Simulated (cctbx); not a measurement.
**PrCuP2 across an absorption edge**

Space group Pbcm (no. 57), a = 5.7150 Å, b = 20.5520 Å, c = 5.6620 Å, α = 90.00°, β = 90.00°, γ = 90.00°.

```
atom  mult.       x       y       z  Ueq (Å²)
 Pr1      4  0.5165  0.1165     3/4    0.0092
 Pr2      4  0.0096  0.1197     1/4    0.0115
 Cu1      4  0.2281     3/4       0    0.0122
 Cu2      4  0.7207     3/4       0    0.0132
  P1      8  0.2295  0.9997  0.5361    0.0154
  P2      4  0.5092  0.1589     1/4    0.0160
  P3      4  0.0205  0.1647     3/4    0.0173
```

This is a model crystal, built by substitution and not relaxed, with assumed displacement parameters.

Calculated with cctbx: free-atom f′ and f″ from the Sasaki tables, no fine structure; amplitudes in electrons.

```csv
E (eV),F 2 0 0,F 1 0 0,F 0 0 2,F 0 2 0
5364,147.1,9.0,148.3,121.2
5714,132.1,9.0,133.0,121.7
5844,119.5,9.0,120.3,122.6
5904,107.9,9.0,108.5,123.5
5934,96.3,9.0,96.7,124.5
5949,84.9,9.0,85.2,125.5
5956,75.0,9.0,75.1,126.4
5960,64.6,9.0,64.6,127.3
5968,93.4,9.0,94.3,127.9
5972,102.2,9.0,103.2,126.6
5979,110.5,9.0,111.5,125.5
5994,119.9,9.0,121.0,124.3
6024,129.2,9.0,130.4,123.2
6114,141.1,9.0,142.5,121.6
6364,143.1,9.0,144.5,120.5
```

**Question.** Which edge is crossed, and why do the reflections move as they do?

The L3 edge of Pr. The edge is at 5964 eV. f′ of Pr falls from -11.8 e at 5844 eV to -19.2 e at 4 eV below it, and f″ steps from 3.54 to 10.68 e across it. Over that approach |F| changes by -46 % (2 0 0), +0 % (1 0 0), -46 % (0 0 2) and +4 % (0 2 0): a reflection falls where Pr scatters in phase with the total and rises where it scatters against it; it hardly moves where the Pr term is small or cancels by symmetry. Above the edge the larger f″ enters the imaginary part, where it can add to or cancel the other atoms' f″. The structure is centrosymmetric, so Friedel mates stay equal.

[Logs are printed without paths, hosts, clocks, repeated set-up lines and the standing remarks that a program may print on its own settings, such as how far it seeks lower states.]
